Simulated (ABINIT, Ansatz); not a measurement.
# BaHCl (P4/nmm): G0W0 on several meshes in ABINIT

How does the mesh move the gap of BaHCl (P4/nmm)?

Calculated with ABINIT 10.8.3; LDA and many-body steps on it, plane waves.

**1. Set-up**

Symmetry: P4/nmm, No. 129, tetragonal system. The conventional cell has a = 4.408 Å, b = 4.408 Å, c = 7.202 Å, α = 90.00°, β = 90.00°, γ = 90.00°. Ba has 4 H at 2.69 Å and 6 Cl at 3.13 to 4.07 Å nearest. Nearest to H lie 4 Ba at 2.69 Å. Cl has 6 Ba at 3.13 to 4.07 Å and 4 H at 3.35 Å nearest. Farther neighbours and most contacts between anions are not listed.

The cell and positions come from the Crystallography Open Database and are kept as given unless a step says otherwise. Spin-orbit coupling is left out unless a step names it.

**2. Empty states on the mesh, 4×4×2 mesh, 424 bands**

This step: ABINIT 10.8.3; DFT, LDA, plane waves, norm-conserving pseudopotentials.

The sums over transitions need many empty states on a uniform mesh; this step solves for them.

File run.abi:

```
acell 3*1.0 Angstrom
rprim 
  4.408000000000 0.000000000000 0.000000000000
  0.000000000000 4.408000000000 0.000000000000
  0.000000000000 0.000000000000 7.202000000000
ntypat 3
znucl 56 1 17
natom 6
typat 1 1 2 2 3 3
xred 
  0.000000000000 0.500000000000 0.215000000000
  0.500000000000 0.000000000000 0.785000000000
  0.000000000000 0.000000000000 0.000000000000
  0.500000000000 0.500000000000 0.000000000000
  0.000000000000 0.500000000000 0.650000000000
  0.500000000000 0.000000000000 0.350000000000
pp_dirpath "pseudos"
pseudos "Ba.upf, H.upf, Cl.upf"
ecut 31
ngkpt 4 4 2
nshiftk 1
shiftk 0 0 0
kptopt 1
chksymbreak 0
iscf -2
irdden 1
istwfk *1
nband 424
nbdbuf 38
tolwfr 1e-09
nstep 60
prtvol 0
indata_prefix "in"
outdata_prefix "out"
tmpdata_prefix "tmp"
```

Run with:

```bash
$ OMP_NUM_THREADS=1 mpirun -n 4 abinit run.abi > log
```

Numbers of over 12 decimals in the logs are rounded to 6 here.

Output:

```text
.Version 10.8.3 of ABINIT. v10.8.2 released Aug 2026.

 Symmetries : space group P4/n m m (#129); Bravais tP (primitive tetrag.)
[... echo of the input left out ...]
== DATASET  1 ==================================================================
-   mpi_nproc: 4, omp_nthreads: 1 (-1 if OMP is not activated)

--- !DatasetInfo
iteration_state: {dtset: 1, }
dimensions: {natom: 6, nkpt: 12, mband: 424, nsppol: 1, nspinor: 1, nspden: 1, mpw: 7826, }
cutoff_energies: {ecut:  31.0, pawecutdg:  -1.0, }
[...]
4.01938    4.02366    4.02366    4.04162    4.05751    4.06342    4.07229    4.07444
   4.07449    4.08548    4.09447    4.09526    4.10287    4.10423    4.11748    4.12900
 prteigrs : prtvol=0 or 1, do not print more k-points.

== END DATASET(S) ==============================================================
================================================================================

 -outvars: echo values of variables after computation  --------
            nband         424
             nkpt          12
          spgroup         129
 [... the other variables as echoed above ...]

 Calculation completed.
```

Elapsed: 18 min, on 4 MPI ranks of Intel Xeon 6975P-C (Granite Rapids), shared host; peak memory 0.99 GiB; 65 min of CPU time.

Numbers from this step:

```yaml
gap: 3.002 eV
k_of_the_valence_top: 0, 0, 0.5
k_of_the_conduction_bottom: 0, 0, 0.5
least_direct_gap: 3.002 eV
k_points_computed: 12
lowest_point_of_the_top_converged_band_above_the_valence_top: 101.5251 eV
```

On this mesh the gap is 3.002 eV.

The density comes from a self-consistent run that is not shown.

**3. Screening, 4×4×2 mesh, 168 bands, screening to 141.5 eV**

The RPA dielectric matrix is built and inverted for each q.

This step: RPA screening on LDA, plane waves, norm-conserving pseudopotentials.

run.abi, as its differences from that of step 2:

```diff
@@ -24,10 +24,11 @@
 chksymbreak 0
-iscf -2
-irdden 1
 istwfk *1
-nband 424
-nbdbuf 38
-tolwfr 1e-09
-nstep 60
-prtvol 0
+occopt 1
+irdwfk 1
+optdriver 3
+nband 168
+ecuteps 5.2
+inclvkb 2
+awtr 1
+symchi 1
 indata_prefix "in"
```

Output:

```text
.Version 10.8.3 of ABINIT. v10.8.2 released Aug 2026.

 Symmetries : space group P4/n m m (#129); Bravais tP (primitive tetrag.)
[... echo of the input left out ...]
== DATASET  1 ==================================================================
-   mpi_nproc: 4, omp_nthreads: 1 (-1 if OMP is not activated)

--- !DatasetInfo
iteration_state: {dtset: 1, }
dimensions: {natom: 6, nkpt: 12, mband: 168, nsppol: 1, nspinor: 1, nspden: 1, mpw: 7826, }
cutoff_energies: {ecut:  31.0, pawecutdg:  -1.0, }
electrons: {nelect:   3.60000000E+01, charge:   0.00000000E+00, occopt:   1.00000000E+00, tsmear:   1.00000000E-02, }

 SCREENING: Calculation of the susceptibility and dielectric matrices

 Based on a program developped by R.W. Godby, V. Olevano, G. Onida, and L. Reining.
 Incorporated in ABINIT by V. Olevano, G.-M. Rignanese, and M. Torrent.
.Using double precision arithmetic ; gwpc =  8

[... cell and pseudopotentials left out ...]
--------------------------------------------------------------------------------

 ==== K-mesh for the wavefunctions ====
 Number of points in the irreducible wedge :    12
[... list of points left out ...]
 Together with 16 symmetry operations and time-reversal symmetry
 yields    32 points in the full Brillouin Zone.

 ==== Q-mesh for the screening function ====
 Number of points in the irreducible wedge :    12
[... list of points left out ...]
 Together with 16 symmetry operations and time-reversal symmetry
 yields    32 points in the full Brillouin Zone.

 setmesh: FFT mesh size selected  =    30x   30x   48
          total number of points  =        43200

 vcoul_init : cutoff-mode = AUXILIARY_FUNCTION
 q-points for optical limit:   1
     1)      0.000010    0.000020    0.000030

- screening: taking advantage of time-reversal symmetry
- Maximum band index for partially occupied states nbvw = 18
- Remaining bands to be divided among processors   nbcw = 150
- Number of bands treated by each node ~37

 Number of electrons calculated from density =   36.0000; Expected =   36.0000
 average of density, n =  0.038121
 r_s =    1.8432
 omega_plasma =   18.8339 [eV]

 calculating chi0 at frequencies [eV] :
  1    0.000000E+00    0.000000E+00
  2    0.000000E+00    1.883391E+01

--------------------------------------------------------------------------------
  q-point number  1        q = ( 0.000000, 0.000000, 0.000000) [r.l.u.]
--------------------------------------------------------------------------------
[... chi0 elements left out ...]
 For q-point:  0.000010 0.000020 0.000030
  dielectric constant =   3.5912
  dielectric constant without local fields =   4.1595

  Average fulfillment of the sum rule on Im[epsilon] for q-point    1 :     81.06  [%]
[... wings left out ...]
  q-point number  2        q = ( 0.250000, 0.000000, 0.000000) [r.l.u.]
--------------------------------------------------------------------------------
[... chi0 elements left out ...]
  Average fulfillment of the sum rule on Im[epsilon] for q-point    2 :     88.08  [%]

 [... 10 further q-points ...]
```

Run time: 4.2 min. Hardware: 4 MPI ranks; peak memory 2.6 GiB; 15 min of CPU time.

Numbers from this step:

```yaml
eps_infinity_with_local_fields_on_this_mesh_along_the_program_s_q_direction: 3.591
the_same_without_local_fields: 4.160
plasma_frequency: 18.83 eV
plane_waves_in_the_screening_matrix: 513
```

Local fields lower ε∞ by 14 %. On a Γ-centred mesh this coarse the value itself is usually too large, while a short band sum pulls it down.

**4. 4×4×2**

The self-energy is evaluated for the states that the input lists, and the levels follow from it, in one-shot runs by the linearised quasiparticle equation.

This step: G0W0 on LDA, plane waves, norm-conserving pseudopotentials.

run.abi, as its differences from that of step 3:

```diff
@@ -27,8 +27,17 @@
 irdwfk 1
-optdriver 3
+optdriver 4
 nband 168
+gwcalctyp 0
+ecutsigx 31
+symsigma 1
+nkptgw 2
+kptgw 
+  0.0000000000 0.0000000000 0.5000000000
+  0.0000000000 0.0000000000 0.0000000000
+bdgw 
+  17 20
+  17 20
 ecuteps 5.2
-inclvkb 2
-awtr 1
-symchi 1
+irdscr 1
+ppmodel 1
 indata_prefix "in"
```

Output:

```text
.Version 10.8.3 of ABINIT. v10.8.2 released Aug 2026.

 Symmetries : space group P4/n m m (#129); Bravais tP (primitive tetrag.)
[... echo of the input left out ...]
== DATASET  1 ==================================================================
-   mpi_nproc: 4, omp_nthreads: 1 (-1 if OMP is not activated)

--- !DatasetInfo
iteration_state: {dtset: 1, }
dimensions: {natom: 6, nkpt: 12, mband: 168, nsppol: 1, nspinor: 1, nspden: 1, mpw: 7826, }
cutoff_energies: {ecut:  31.0, pawecutdg:  -1.0, }
electrons: {nelect:   3.60000000E+01, charge:   0.00000000E+00, occopt:   1.00000000E+00, tsmear:   1.00000000E-02, }

 SIGMA: Calculation of the GW corrections

 Based on a program developped by R.W. Godby, V. Olevano, G. Onida, and L. Reining.
 Incorporated in ABINIT by V. Olevano, G.-M. Rignanese, and M. Torrent.
.Using double precision arithmetic ; gwpc =  8

[... cell and pseudopotentials left out ...]
--------------------------------------------------------------------------------

 ==== K-mesh for the wavefunctions ====
 Number of points in the irreducible wedge :    12
[... list of points left out ...]
 Together with 16 symmetry operations and time-reversal symmetry
 yields    32 points in the full Brillouin Zone.

 ==== Q-mesh for screening function ====
 Number of points in the irreducible wedge :    12
[... list of points left out ...]
 Together with 16 symmetry operations and time-reversal symmetry
 yields    32 points in the full Brillouin Zone.

 vcoul_init : cutoff-mode = AUXILIARY_FUNCTION
 q-points for optical limit:   1
     1)      0.000010    0.000020    0.000030
 setmesh: FFT mesh size selected  =    48x   48x   75
          total number of points  =       172800

 Number of electrons calculated from density =   36.0000; Expected =   36.0000
 average of density, n =  0.038121
 r_s =    1.8432
 omega_plasma =   18.8339 [eV]

 === KS Band Gaps ===
  >>>> For spin  1
   Minimum direct gap =   3.0017 [eV], located at k-point      :   0.0000  0.0000  0.5000
   Fundamental gap    =   3.0017 [eV], Top of valence bands at :   0.0000  0.0000  0.5000
                                       Bottom of conduction at :   0.0000  0.0000  0.5000
 SIGMA fundamental parameters:
 PLASMON POLE MODEL  1
 number of plane-waves for SigmaX                 7727
 number of plane-waves for SigmaC and W            513
 number of plane-waves for wavefunctions          7727
 number of bands                                   168
 number of independent spin polarizations            1
 number of spinorial components                      1
 number of k-points in IBZ                          12
 number of q-points in IBZ                          12
 number of symmetry operations                      16
 number of k-points in BZ                           32
 number of q-points in BZ                           32
 number of frequencies for dSigma/dE                 9
 frequency step for dSigma/dE [eV]                0.25
 number of omega for Sigma on real axis              0
 max omega for Sigma on real axis  [eV]           0.00
 zcut for avoiding poles [eV]                     0.10

 EPSILON^-1 parameters (SCR file):
 dimension of the eps^-1 matrix on file            513
 dimension of the eps^-1 matrix used               513
 number of plane-waves for wavefunctions          7727
 number of bands                                   168
 number of q-points in IBZ                          12
 number of frequencies                               2
 number of real frequencies                          1
 number of imag frequencies                          1

 matrix elements of self-energy operator (all in [eV])

 Perturbative Calculation

--- !SelfEnergy_ee
iteration_state: {dtset: 1, }
kpoint     : [   0.000,    0.000,    0.500, ]
spin       : 1
KS_gap     :    3.002
QP_gap     :    5.184
Delta_QP_KS:    2.182
data: !SigmaeeData |
     Band     E0 <VxcDFT>   SigX SigC(E0)      Z dSigC/dE  Sig(E)    E-E0       E
       17   2.614 -10.240 -13.237   1.667   0.789  -0.267 -11.289  -1.049   1.565
       18   2.866 -12.342 -15.919   2.091   0.790  -0.266 -13.516  -1.174   1.692
       19   5.867  -8.712  -4.270  -3.241   0.839  -0.191  -7.705   1.008   6.875
       20   6.779  -8.989  -4.335  -3.448   0.837  -0.195  -7.980   1.008   7.787

--- !SelfEnergy_ee
iteration_state: {dtset: 1, }
kpoint     : [   0.000,    0.000,    0.000, ]
spin       : 1
KS_gap     :    3.905
QP_gap     :    6.015
Delta_QP_KS:    2.110
data: !SigmaeeData |
     Band     E0 <VxcDFT>   SigX SigC(E0)      Z dSigC/dE  Sig(E)    E-E0       E
       17   1.942 -10.572 -14.058   2.033   0.786  -0.273 -11.713  -1.141   0.801
       18   2.571 -10.173 -13.089   1.618   0.790  -0.266 -11.198  -1.025   1.546
       19   6.476  -9.161  -4.489  -3.377   0.838  -0.194  -8.076   1.085   7.561
       20   7.056  -9.871  -5.041  -3.524   0.830  -0.204  -8.786   1.084   8.140

== END DATASET(S) ==============================================================
================================================================================

 -outvars: echo values of variables after computation  --------
           etotal      0.0000000000E+00
            nband         168
             nkpt          12
          spgroup         129
 [... the other variables as echoed above ...]

 Calculation completed.
```

Run time: 53 s. Hardware: 4 MPI ranks; peak memory 2.8 GiB.

Numbers from this step:

| Property | Result |
| --- | --- |
| G0W0 gap on the points computed | 5.183 eV |
| starting gap on the mesh | 3.002 eV |
| k of the valence top | 0, 0, 0.5 |
| k of the conduction bottom | 0, 0, 0.5 |
| Z at the valence top | 0.79 |
| Z at the conduction bottom | 0.839 |
| least direct G0W0 gap on the computed points | 5.183 eV |

The gap on the mesh goes from 3.00 eV to 5.18 eV, a correction of +2.18 eV.

**5. Empty states on the mesh, 2×2×2 mesh, 184 bands**

This step: DFT, LDA, plane waves, norm-conserving pseudopotentials.

run.abi, as its differences from that of step 4:

```diff
@@ -19,3 +19,3 @@
 ecut 31
-ngkpt 4 4 2
+ngkpt 2 2 2
 nshiftk 1
@@ -24,20 +24,10 @@
 chksymbreak 0
+iscf -2
+irdden 1
 istwfk *1
-occopt 1
-irdwfk 1
-optdriver 4
-nband 168
-gwcalctyp 0
-ecutsigx 31
-symsigma 1
-nkptgw 2
-kptgw 
-  0.0000000000 0.0000000000 0.5000000000
-  0.0000000000 0.0000000000 0.0000000000
-bdgw 
-  17 20
-  17 20
-ecuteps 5.2
-irdscr 1
-ppmodel 1
+nband 184
+nbdbuf 16
+tolwfr 1e-09
+nstep 60
+prtvol 0
 indata_prefix "in"
```

Output:

```text
.Version 10.8.3 of ABINIT. v10.8.2 released Aug 2026.

 Symmetries : space group P4/n m m (#129); Bravais tP (primitive tetrag.)
[... echo of the input left out ...]
== DATASET  1 ==================================================================
-   mpi_nproc: 4, omp_nthreads: 1 (-1 if OMP is not activated)

--- !DatasetInfo
iteration_state: {dtset: 1, }
dimensions: {natom: 6, nkpt: 6, mband: 184, nsppol: 1, nspinor: 1, nspden: 1, mpw: 7826, }
cutoff_energies: {ecut:  31.0, pawecutdg:  -1.0, }
[...]
2.13709    2.14610    2.16011    2.16011    2.16182    2.18607    2.18778    2.20639
   2.20639    2.21257    2.21376    2.21376    2.24409    2.25921    2.27476    2.27620
 prteigrs : prtvol=0 or 1, do not print more k-points.

== END DATASET(S) ==============================================================
================================================================================

 -outvars: echo values of variables after computation  --------
            nband         184
             nkpt           6
          spgroup         129
 [... the other variables as echoed above ...]

 Calculation completed.
```

Wall time 2.5 min (4 MPI ranks); peak memory 0.5 GiB; 8.8 min of CPU time.

This step gave:

```
gap                                                           : 3.002 eV
k of the valence top                                          : 0, 0, 0.5
k of the conduction bottom                                    : 0, 0, 0.5
least direct gap                                              : 3.002 eV
k points computed                                             : 6
lowest point of the top converged band, above the valence top : 53.0611 eV
```

On this mesh the gap is 3.002 eV.

**6. Screening, 2×2×2 mesh, 168 bands, screening to 141.5 eV**

This step: RPA screening on LDA, plane waves, norm-conserving pseudopotentials.

run.abi, as its differences from that of step 5:

```diff
@@ -24,10 +24,11 @@
 chksymbreak 0
-iscf -2
-irdden 1
 istwfk *1
-nband 184
-nbdbuf 16
-tolwfr 1e-09
-nstep 60
-prtvol 0
+occopt 1
+irdwfk 1
+optdriver 3
+nband 168
+ecuteps 5.2
+inclvkb 2
+awtr 1
+symchi 1
 indata_prefix "in"
```

Output:

```text
.Version 10.8.3 of ABINIT. v10.8.2 released Aug 2026.

 Symmetries : space group P4/n m m (#129); Bravais tP (primitive tetrag.)
[... echo of the input left out ...]
== DATASET  1 ==================================================================
-   mpi_nproc: 4, omp_nthreads: 1 (-1 if OMP is not activated)

--- !DatasetInfo
iteration_state: {dtset: 1, }
dimensions: {natom: 6, nkpt: 6, mband: 168, nsppol: 1, nspinor: 1, nspden: 1, mpw: 7826, }
cutoff_energies: {ecut:  31.0, pawecutdg:  -1.0, }
electrons: {nelect:   3.60000000E+01, charge:   0.00000000E+00, occopt:   1.00000000E+00, tsmear:   1.00000000E-02, }

 SCREENING: Calculation of the susceptibility and dielectric matrices

 Based on a program developped by R.W. Godby, V. Olevano, G. Onida, and L. Reining.
 Incorporated in ABINIT by V. Olevano, G.-M. Rignanese, and M. Torrent.
.Using double precision arithmetic ; gwpc =  8

[... cell and pseudopotentials left out ...]
--------------------------------------------------------------------------------

 ==== K-mesh for the wavefunctions ====
 Number of points in the irreducible wedge :     6
[... list of points left out ...]
 Together with 16 symmetry operations and time-reversal symmetry
 yields     8 points in the full Brillouin Zone.

 ==== Q-mesh for the screening function ====
 Number of points in the irreducible wedge :     6
[... list of points left out ...]
 Together with 16 symmetry operations and time-reversal symmetry
 yields     8 points in the full Brillouin Zone.

 setmesh: FFT mesh size selected  =    30x   30x   48
          total number of points  =        43200

 vcoul_init : cutoff-mode = AUXILIARY_FUNCTION
 q-points for optical limit:   1
     1)      0.000010    0.000020    0.000030

- screening: taking advantage of time-reversal symmetry
- Maximum band index for partially occupied states nbvw = 18
- Remaining bands to be divided among processors   nbcw = 150
- Number of bands treated by each node ~37

 Number of electrons calculated from density =   36.0000; Expected =   36.0000
 average of density, n =  0.038121
 r_s =    1.8432
 omega_plasma =   18.8339 [eV]

 calculating chi0 at frequencies [eV] :
  1    0.000000E+00    0.000000E+00
  2    0.000000E+00    1.883391E+01

--------------------------------------------------------------------------------
  q-point number  1        q = ( 0.000000, 0.000000, 0.000000) [r.l.u.]
--------------------------------------------------------------------------------
[... chi0 elements left out ...]
 For q-point:  0.000010 0.000020 0.000030
  dielectric constant =   3.6161
  dielectric constant without local fields =   4.1939

  Average fulfillment of the sum rule on Im[epsilon] for q-point    1 :     81.05  [%]
[... wings left out ...]
  q-point number  2        q = ( 0.500000, 0.000000, 0.000000) [r.l.u.]
--------------------------------------------------------------------------------
[... chi0 elements left out ...]
  Average fulfillment of the sum rule on Im[epsilon] for q-point    2 :     84.25  [%]

 [... 4 further q-points ...]
```

The job ended after 71 s (4 MPI ranks; peak memory 1.6 GiB).

Numbers from this step:

| Quantity | Value |
| --- | --- |
| ε∞ with local fields, on this mesh, along the program's q direction | 3.616 |
| the same without local fields | 4.194 |
| plasma frequency | 18.83 eV |
| plane waves in the screening matrix | 513 |

(Part 1 of 2 ends here.)

[Paths, hosts, dates, memory and timing lines, banners, echoed tables and standing remarks are left out of the program output.]

[Logs are printed without paths, hosts, clocks, repeated set-up lines and the standing remarks that a program may print on its own settings, such as how far it seeks lower states.]

[Runs of the session that timed out or met a known fault of the program may be left out.]

[No measured gap is set beside runs whose start may be inverted or whose files or cutoffs have a known fault.]

[Hosts, paths, dates, database ids (printed as entryN), source tags and the programs' standing remarks are cut or masked in the printed files.]

[G0W0 gaps are taken among the corrected bands and points alone; a level outside them can change the order at an edge.]

[Where Ansatz stands beside ABINIT at settings called matched, ABINIT's density can come from a denser mesh and the files from another edition; pairs whose starting gaps differed by over 0.03 eV were left out, so agreement reads better than it is.]
